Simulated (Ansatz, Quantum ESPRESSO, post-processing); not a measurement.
# 1T-IrSeTe, 1 layer: response to a perpendicular field, part 2 of 2

Aim: how 1T-IrSeTe, 1 layer screens a field along its normal, and what the field does to its bands.

Quantum ESPRESSO 7.5; plane-wave DFT, LDA, GBRV ultrasoft pseudopotentials; geometry and cross-check by Ansatz 0.2.0 with PAW datasets.

So far. Step 13 (Band structure: field 0.3 V/Å): Upper empty bands that drop with the field can be states of the vacuum, held by the sawtooth; they depend on the cell's width. Step 14 (Density by pp.x): The density integrates to 27.000 electrons, as the 27 of the input ask.

## 16. Charge moved by a field of 0.2 V/Å (continued)

Running integral, electrons below z against z:

```tsv
z (Å)	running integral, electrons below z (e/Å²)
2.5	8.0e-8
3.0	2.3e-7
3.5	6.5e-7
4.0	1.8e-6
4.5	5.2e-6
5.0	1.4e-5
5.5	3.8e-5
6.0	9.7e-5
6.5	2.3e-4
7.0	4.6e-4
7.5	7.7e-4
8.0	9.5e-4
8.5	0.00104
9.0	0.00112
9.5	0.00112
10.0	0.00109
10.5	0.00107
11.0	0.00103
11.5	9.8e-4
12.0	7.9e-4
12.5	4.4e-4
13.0	1.8e-4
13.5	6.7e-5
14.0	2.2e-5
14.5	7.0e-6
15.0	2.2e-6
15.5	6.6e-7
16.0	2.0e-7
16.5	6.3e-8
```

## 17. Polarisability from the dipole between 0 and 0.1 V/A

Numbers from this step:

| Property | Result |
| --- | --- |
| change of slope in the vacuum | 0.10000 eV/Å |
| polarisability a cell | 5.196 Å³ |
| sheet polarisability 4πα/A | 5.209 Å |

Change of the potential energy, second field less first against z:

```tsv
z (Å)	change of the potential energy, second field less first (eV)
0.0	-0.350
0.5	-0.668
1.0	-0.618
1.5	-0.568
2.0	-0.518
2.5	-0.468
3.0	-0.418
3.5	-0.368
4.0	-0.318
4.5	-0.268
5.0	-0.218
5.5	-0.169
6.0	-0.122
6.5	-0.0779
7.0	-0.0417
7.5	-0.0178
8.0	-0.00618
8.5	-5.6e-4
9.0	8.4e-4
9.5	-1.0e-4
10.0	5.5e-5
10.5	0.00112
11.0	0.00336
11.5	0.00748
12.0	0.0156
12.5	0.0358
13.0	0.0709
13.5	0.115
14.0	0.163
14.5	0.212
15.0	0.262
15.5	0.312
16.0	0.362
16.5	0.412
17.0	0.462
17.5	0.512
18.0	0.562
18.5	0.612
19.0	0.662
19.5	0.353
```

## 18. Dipole against field

Dipole along the normal, dipole moment against applied field:

```tsv
applied field (V/Å)	dipole along the normal, dipole moment (e·Å)
0.000	-0.0120
0.100	0.0241
0.200	0.0602
0.300	0.0964
```

## 19. Cross-check with Ansatz: field 0.1 V/Å

As a check, the same structure is run in Ansatz.

Level of this step: plane-wave DFT, PBE, Ansatz PAW (Ansatz 0.2.0).

Contents of input.yaml:

```yaml
crystal:
  lattice:
    - [3.8044183351, 0.0, 0.0]
    - [-1.9022091675, 3.2947229248, 0.0]
    - [0.0, 0.0, 19.9028290188]
  atoms:
    - { symbol: Te, position: [0.6666666667, 0.3333333333, 0.4308405978] }
    - { symbol: Ir, position: [0.0, 0.0, 0.508811549] }
    - { symbol: Se, position: [0.3333333333, 0.6666666667, 0.5683828846] }
kpoints:
  mp_grid: { grid: [12, 12, 1] }
hamiltonian:
  xc: pbe
scf:
  occupations: { method: fermi_dirac, width: 0.054 }
  convergence: { dr2_threshold: 1.0e-09 }
efield:
  axis: 3
  dipole_correction: true
  ramp_position: 0.97
  ramp_width: 0.04
  amplitude: 0.1
output:
  write_potential: true
  write_density: true
  volumetric_format: npy
```

Started as:

```bash
$ ansatz run input.yaml --threads 4 --pin off --max-ram 8192MiB --backend cpu --events-out ev --progress --plain --runs-dir out
```

Wall time 5.2 s (4 threads of Arm Neoverse V1, shared host); peak memory 0.59 GiB.

Read from the output:

```
free energy             : -24384.8145 eV
energy at zero smearing : -24384.7996 eV
smearing term TS        : 0.02974 eV
Fermi energy            : -0.1165 eV
dipole along the normal : 0.02292 e·Å
```

At 0.1 V/Å Ansatz's dipole is 0.0229 e Å against 0.0241 from pw.x, under another functional.

## 20. Cross-check with Ansatz: field -0.1 V/Å

input.yaml, as its differences from the input of step 19:

```diff
@@ -21,3 +21,3 @@
   ramp_width: 0.04
-  amplitude: 0.1
+  amplitude: -0.1
 output:
```

Elapsed: 5.2 s, on 4 threads; peak memory 0.6 GiB.

Numbers from this step:

- free energy: -24384.8171 eV
- energy at zero smearing: -24384.8022 eV
- smearing term TS: 0.02997 eV
- Fermi energy: -0.1285 eV
- dipole along the normal: -0.04930 e·Å

## 21. Dipole against field, Ansatz

Table of dipole along the normal, dipole moment by applied field:

```tsv
applied field (V/Å)	dipole along the normal, dipole moment (e·Å)
-0.1000	-0.0493
0.0000	-0.0131
0.1000	0.0229
```

## 22. SCF with pw.x, with conv_thr = 0.0001

A sensitivity test on the input.

Level of this step: plane-wave DFT, LDA, GBRV ultrasoft pseudopotentials (Quantum ESPRESSO 7.5).

Contents of f1.w0.in:

```
&control
  prefix = 'f1.w0'
  outdir = './out'
  pseudo_dir = './pseudo'
  calculation = 'scf'
  tprnfor = .true.
  tefield = .true.
  dipfield = .true.
/
&system
  ibrav = 0
  nat = 3
  ntyp = 3
  ecutwfc = 40
  ecutrho = 200
  occupations = 'smearing'
  smearing = 'fd'
  degauss = 0.004
  edir = 3
  emaxpos = 0.97
  eopreg = 0.04
  eamp = 0.00194469
/
&electrons
  conv_thr = 0.0001
  mixing_beta = 0.4
  electron_maxstep = 120
  mixing_mode = 'plain'
/
ATOMIC_SPECIES
  Te  127.6000  te_lda_v1.uspp.F.UPF
  Ir  192.2170  ir_lda_v1.2.uspp.F.UPF
  Se  78.9710  se_lda_v1.uspp.F.UPF
CELL_PARAMETERS angstrom
  3.80441833509578 0.00000000000000 -0.00000000000000
  -1.90220916754789 3.29472292481624 -0.00000000000000
  -0.00000000000000 -0.00000000000000 19.90282901880000
ATOMIC_POSITIONS crystal
  Te  0.666666666667 0.333333333333 0.430840597816
  Ir  -0.000000000000 0.000000000000 0.508811548981
  Se  0.333333333333 0.666666666667 0.568382884603
K_POINTS automatic
  12 12 1 0 0 0
```

Started as:

```bash
$ OMP_NUM_THREADS=1 mpirun -n 4 pw.x -nk 4 -in f1.w0.in > f1.w0.out
```

Elapsed: 33 s, on 4 MPI ranks; peak memory 0.62 GiB.

The changed values were drawn from a wide range, not chosen for quality; the comparison shows what they did here together.

Beside the run it was changed from:

```tsv
quantity	this run	unchanged run	difference
dipole along the normal (e·Å)	0.007245	0.02407	-0.017
free energy (eV)	-3423.436	-3423.437	0.0012
wall time (s)	33	56	
SCF iterations	7	8
```

The free energy moves by +0.41 meV an atom.

This run starts from superposed atoms, the unchanged one from a saved density, so their iteration counts don't compare.

The physical values in this table move by up to 70 %.

## 23. A check by hand

α = Δp/E = (0.02407 − (-0.01201)) e Å / 0.1 V/Å = 0.3608 e Å²/V; times e/(4πε₀) = 14.40 V Å this is 5.195 Å³. With A = 12.535 Å², 4πα/A = 5.209 Å.

## 24. What came out

| Property | Result |
| --- | --- |
| polarisability along the normal, a cell | 5.20 Å³ |
| sheet polarisability 4πα/A | 5.21 Å |
| dipole without a field | -0.012 e·Å |

The sheet answers a field with a polarisability of 5.20 Å³ a cell, or 4πα/A = 5.21 Å (LDA, GBRV ultrasoft). In pw.x the dipole follows the field linearly over the range tried. A perfect conductor 5.21 Å thick would screen alike; the outer atoms lie 2.74 Å apart. At 0.1 V/Å the sheet takes 0.521 eV off the potential drop. Quantum ESPRESSO and Ansatz give 5.196 and 5.200 Å³ for the polarisability (pw.x from 0 and 0.1 V/Å, Ansatz from ±0.1 V/Å, under PBE), which agree. The ions stay at their zero-field places, so this is the electrons' response alone. Without a field the sheet has no gap. Spin-orbit coupling is left out; depending on the atoms that carry the levels of interest, it can split and shift them by tenths of an eV to an eV or more.

[Logs are printed without paths, hosts, clocks, repeated set-up lines and the standing remarks that a program may print on its own settings, such as how far it seeks lower states.]

[Hosts, paths, dates, database ids (printed as entryN), source tags and the programs' standing remarks are cut or masked in the printed files.]

[Maps of the electrostatic potential energy from Ansatz leave out the sawtooth potential of an applied field or a dipole correction, so their vacuum need not be flat; planar profiles and work functions include it.]
